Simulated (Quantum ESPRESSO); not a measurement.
**CaO (Lime): phonon deformation potentials, worked out**

Aim: the phonon deformation potentials p and q of CaO (Lime), tested on a biaxially strained cell.

Method: DFT LDA, scalar-relativistic, plane waves, PseudoDojo norm-conserving pseudopotentials, in Quantum ESPRESSO 7.5.

## 1. The relaxed structure

The structure is cubic, space group Fm-3m (No. 225). The conventional cell has a = 4.704 Å, b = 4.704 Å, c = 4.704 Å, α = 90.00°, β = 90.00°, γ = 90.00°. Ca has 6 O at 2.35 Å nearest. Nearest to O lie 6 Ca at 2.35 Å. Farther neighbours and most contacts between anions are not listed.

This is the cell after its relaxation at this level of theory, not the database cell from which that began.

## 2. Uniaxial strain

The relaxed cell is stretched along z alone. This keeps all atoms on sites fixed by symmetry and splits the threefold mode into a singlet, polarised along z, and a doublet. The macroscopic field is left out, so these are transverse modes. Cutoff 92 Ry, k mesh 8×8×8.

From the response at ε_zz = 0.01:

Log:

```text
[banners, grids, parts of the stress and lines that vanish by symmetry left out]
Program PHONON v.7.5
     Reading xml data from directory:

[...]
Exchange-correlation= PW
                           (   1   4   0   0   0   0   0)
[...]
kinetic-energy cut-off    =      92.0000  Ry
     charge density cut-off    =     368.0000  Ry
     convergence threshold     =      1.0E-18
[...]
Exchange-correlation= PW
                           (   1   4   0   0   0   0   0)
[...]
q = (   0.0000000   0.0000000   0.0000000 )
     17 Sym.Ops. (with q -> -q+G )
     G cutoff =  372.0118  (  21147 G-vectors)     FFT grid: ( 40, 40, 40)
     number of k points=    59
[...]
Mode symmetry, D_4h(4/mmm) point group:
[...]
Representation #   1 mode #   1
[...]
End of self-consistent calculation
     Convergence has been achieved
     Representation #   2 mode #   2
[...]
End of self-consistent calculation
     Convergence has been achieved
     Representation #   3 modes #   3   4
[...]
End of self-consistent calculation
     Convergence has been achieved
     Representation #   4 modes #   5   6
[...]
End of self-consistent calculation
     Convergence has been achieved
[...]
q = (    0.000000000   0.000000000   0.000000000 )
[...]
freq (    1) =      -0.026793 [THz] =      -0.893713 [cm-1]
     freq (    2) =      -0.026793 [THz] =      -0.893713 [cm-1]
     freq (    3) =      -0.025009 [THz] =      -0.834196 [cm-1]
     freq (    4) =       7.930379 [THz] =     264.528958 [cm-1]
     freq (    5) =       8.778396 [THz] =     292.815761 [cm-1]
     freq (    6) =       8.778396 [THz] =     292.815761 [cm-1]
[...]
Mode symmetry, D_4h(4/mmm) point group:
     freq (   1-   2) =         -0.9  [cm-1]   --> E_u  X_5' M_5'  I
     freq (   3-   3) =         -0.8  [cm-1]   --> A_2u X_4' M_4'  I
     freq (   4-   4) =        264.5  [cm-1]   --> A_2u X_4' M_4'  I
     freq (   5-   6) =        292.8  [cm-1]   --> E_u  X_5' M_5'  I

   JOB DONE.
```

| ε_zz | singlet (cm⁻¹) | doublet (cm⁻¹) | σ_zz (GPa) | σ_xx (GPa) |
| --- | --- | --- | --- | --- |
| -0.01 | 317.75 | 288.36 | -2.783 | -0.644 |
| -0.005 | 304.25 | 289.71 | -1.347 | -0.318 |
| 0 | 290.88 | 290.88 | 0.001 | 0.001 |
| 0.005 | 277.64 | 291.91 | 1.265 | 0.313 |
| 0.01 | 264.53 | 292.82 | 2.451 | 0.618 |

Stress is counted positive in tension.

## 3. The fit

To first order ω² − ω₀² = p ε_zz + q (ε_xx + ε_yy) for the mode along z, and likewise for x and y. With ε_zz alone the singlet gives p and the doublet q.

The linear terms of parabolas through ω² are p = -18.31 ω₀² and q = 1.53 ω₀², with ω₀ = 290.9 cm⁻¹. Those of the stresses are C11 = 262 GPa and C12 = 63 GPa. Under hydrostatic strain p and q imply γ = −(p + 2q)/(6 ω₀²) = 2.54.

A layer held to an in-plane strain ε and free along z takes ε_zz = −2 (C12/C11) ε = -0.482 ε. To first order the singlet then shifts by (q − p C12/C11) ε / ω₀ = 1729 ε cm⁻¹. For ε = -0.006, ε_zz = 0.00289, the formulas for ω² predict 280.33 cm⁻¹ for the singlet and 305.79 cm⁻¹ for the doublet.

## 4. A biaxially strained cell

This run was no part of the fit.

Log:

```text
[banners, grids, parts of the stress and lines that vanish by symmetry left out]
[banner, memory and clock lines left out]
Program PHONON v.7.5

[...]
Exchange-correlation= PW
                           (   1   4   0   0   0   0   0)
[...]
kinetic-energy cut-off    =      92.0000  Ry
     charge density cut-off    =     368.0000  Ry
     convergence threshold     =      1.0E-18
[...]
Exchange-correlation= PW
                           (   1   4   0   0   0   0   0)
[...]
q = (   0.0000000   0.0000000   0.0000000 )
     17 Sym.Ops. (with q -> -q+G )
     G cutoff =  367.1730  (  20691 G-vectors)     FFT grid: ( 40, 40, 40)
     number of k points=    59
[...]
Mode symmetry, D_4h(4/mmm) point group:
[...]
Representation #   1 mode #   1
[...]
End of self-consistent calculation
     Convergence has been achieved
     Representation #   2 mode #   2
[...]
End of self-consistent calculation
     Convergence has been achieved
     Representation #   3 modes #   3   4
[...]
End of self-consistent calculation
     Convergence has been achieved
     Representation #   4 modes #   5   6
[...]
End of self-consistent calculation
     Convergence has been achieved
[...]
q = (    0.000000000   0.000000000   0.000000000 )
[...]
freq (    1) =      -0.025603 [THz] =      -0.854020 [cm-1]
     freq (    2) =      -0.025603 [THz] =      -0.854020 [cm-1]
     freq (    3) =      -0.024896 [THz] =      -0.830427 [cm-1]
     freq (    4) =       8.401021 [THz] =     280.227892 [cm-1]
     freq (    5) =       9.178496 [THz] =     306.161665 [cm-1]
     freq (    6) =       9.178496 [THz] =     306.161665 [cm-1]
[...]
Mode symmetry, D_4h(4/mmm) point group:
     freq (   1-   1) =         -0.9  [cm-1]   --> A_2u X_4' M_4'  I
     freq (   2-   3) =         -0.9  [cm-1]   --> E_u  X_5' M_5'  I
     freq (   4-   4) =        280.2  [cm-1]   --> A_2u X_4' M_4'  I
     freq (   5-   6) =        306.2  [cm-1]   --> E_u  X_5' M_5'  I
```

| mode | predicted (cm⁻¹) | run (cm⁻¹) |
| --- | --- | --- |
| singlet | 280.33 | 280.23 |
| doublet | 305.79 | 306.16 |

The stress along z is -0.011 GPa and that in the plane -1.837 GPa; the unstrained cell carries 0.001 GPa.

## 5. Outcome

```yaml
p_in_units_of_the_squared_frequency: -18.31
q_same_units: 1.528
shift_of_the_singlet_per_unit_of_biaxial_strain: 1729 cm⁻¹
c11_and_c12: 262 and 63 GPa
```

To first order, one per cent of tensile biaxial strain moves the singlet of CaO (Lime) by 17.3 cm⁻¹ and the doublet by -25.5 cm⁻¹; the formulas miss the test run by up to 0.37 cm⁻¹. In the rock-salt structure this mode is infrared active and has no first-order Raman line. The third potential, r, needs shear strain, which was not run. These are harmonic values at zero temperature.

[Host names and launcher messages were left out of these logs when they were recorded.]

[Logs are printed without paths, hosts, clocks, repeated set-up lines and the standing remarks that a program may print on its own settings, such as how far it seeks lower states.]

[Hosts, paths, dates, database ids (printed as entryN), source tags and the programs' standing remarks are cut or masked in the printed files.]
